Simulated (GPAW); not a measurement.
Consider As on a P site in NbPS.

```xyz
24
Lattice="1.7190 2.3625 5.9400 -6.8760 0.0000 0.0000 -1.7190 -7.0875 5.9400" Properties=species:S:1:pos:R:3 pbc="T T T"
Nb   -1.7077   -4.7188    7.4312
Nb   -1.7541   -0.0364    7.4350
Nb   -5.1688   -4.7137    7.4281
Nb   -5.1223   -0.0331    7.4372
Nb   -5.1218   -0.0130    4.4400
Nb   -1.7065   -4.7076    4.4551
Nb   -1.7531   -0.0219    4.4369
Nb   -5.1692   -4.7120    4.4568
S     0.0092   -0.0093    2.5380
S    -1.7200   -2.3755    8.4753
S    -3.4421   -0.0091    2.5051
S    -5.1513   -2.3699    8.4666
S    -1.7246   -2.3697    3.3963
S    -3.4470   -4.7299    9.3513
S    -5.1566   -2.3679    3.4292
S    -6.8717   -4.7241    9.3580
As    0.0003    1.2709    5.9455
P    -3.4366   -3.4807    5.9454
P    -3.4375    1.2187    5.9444
P    -6.8772   -3.4899    5.9459
P    -6.8779   -5.9576    5.9358
P    -0.0007   -1.2426    5.9341
P    -3.4371   -5.8662    5.9353
P    -3.4375   -1.2394    5.9337
```

Absorber: atom 17, with 1 P at 2.31 Å, 1 P at 2.51 Å and 4 Nb at 2.64 Å (6-fold; the defect atom itself). Method: GPAW, LDA, excited-electron core hole (neutral cell), 24-atom cell with 6.6 Å between holes, 3×3×2 k points, dipole transitions, Gaussian full width 2.14 eV up to 4 eV, rising linearly to 3.5 eV at 25 eV.

**Question.** What does the As K edge look like?

Main maxima up to 25 eV above the zero (height): 3.0 eV (1.74), 7.8 eV (1.02) and 19.6 eV (0.90). A K edge sees empty p states on the absorber. 

The As K spectrum (energy from the lowest empty level; intensity scaled to a mean of 1 over the first 20 eV):

```tsv
E (eV)	isotropic	ε ∥ x	ε ∥ y	ε ∥ z
-2.0	0.01	0.01	0.02	0.01
-1.5	0.04	0.03	0.05	0.04
-1.0	0.12	0.09	0.15	0.12
-0.5	0.26	0.19	0.31	0.28
0.0	0.47	0.35	0.55	0.51
0.5	0.72	0.55	0.82	0.81
1.0	1.01	0.80	1.09	1.13
1.5	1.29	1.10	1.36	1.42
2.0	1.54	1.40	1.59	1.62
2.5	1.69	1.62	1.76	1.69
3.0	1.74	1.70	1.86	1.64
3.5	1.67	1.63	1.87	1.50
4.0	1.51	1.46	1.78	1.28
4.5	1.29	1.23	1.61	1.01
5.0	1.07	0.99	1.46	0.75
5.5	0.93	0.81	1.42	0.55
6.0	0.89	0.70	1.51	0.46
6.5	0.93	0.67	1.66	0.46
7.0	0.99	0.68	1.74	0.54
7.5	1.02	0.71	1.69	0.65
8.0	1.02	0.77	1.51	0.76
8.5	1.00	0.87	1.27	0.86
9.0	0.99	0.98	1.03	0.95
9.5	0.99	1.08	0.85	1.05
10.0	0.99	1.12	0.72	1.13
10.5	0.99	1.12	0.65	1.19
11.0	0.97	1.09	0.61	1.20
11.5	0.94	1.06	0.58	1.17
12.0	0.90	1.03	0.55	1.11
12.5	0.86	1.00	0.53	1.05
13.0	0.83	0.96	0.53	0.99
13.5	0.79	0.91	0.55	0.93
14.0	0.77	0.86	0.58	0.87
14.5	0.75	0.82	0.63	0.81
15.0	0.75	0.81	0.67	0.77
15.5	0.76	0.81	0.73	0.74
16.0	0.77	0.81	0.78	0.71
16.5	0.78	0.79	0.84	0.70
17.0	0.79	0.76	0.91	0.70
17.5	0.81	0.74	0.98	0.71
18.0	0.83	0.73	1.04	0.73
18.5	0.86	0.73	1.08	0.77
19.0	0.88	0.74	1.11	0.81
19.5	0.90	0.75	1.10	0.85
20.0	0.89	0.76	1.06	0.87
20.5	0.88	0.76	1.01	0.87
21.0	0.86	0.77	0.95	0.87
21.5	0.84	0.78	0.90	0.85
22.0	0.83	0.79	0.86	0.83
22.5	0.82	0.81	0.84	0.82
23.0	0.82	0.82	0.82	0.81
23.5	0.81	0.82	0.81	0.80
24.0	0.81	0.82	0.80	0.80
24.5	0.81	0.83	0.79	0.81
25.0	0.81	0.84	0.77	0.81
25.5	0.81	0.86	0.75	0.82
26.0	0.82	0.89	0.74	0.83
```

The script folds with a Gaussian, whereas the core hole's own line is a Lorentzian, so the onset is too steep and the first peak too high. The cell shows no gap over 0.35 eV; the host's own band filling, the defect's levels or the functional may be the cause. In so small a cell the defects form an ordered array, and no site is far from one. The mesh is coarse (0.36 Å⁻¹ between points), so small maxima may be mesh ripples.

[Banner, clock and machine lines of the logs are left out without a mark of their own.]

[Logs are printed without paths, hosts, clocks, repeated set-up lines and the standing remarks that a program may print on its own settings, such as how far it seeks lower states.]

[Hosts, paths, dates, database ids (printed as entryN), source tags and the programs' standing remarks are cut or masked in the printed files.]

[Lists of maxima count a maximum above −3 eV only where it reaches 4 % of the highest in the window and stands out from its surroundings by 2 % of it (1.5 % where it reaches 55 %); shoulders and weaker maxima are passed over, and of the rest the first, up to two pre-edge ones and the few strongest are named.]
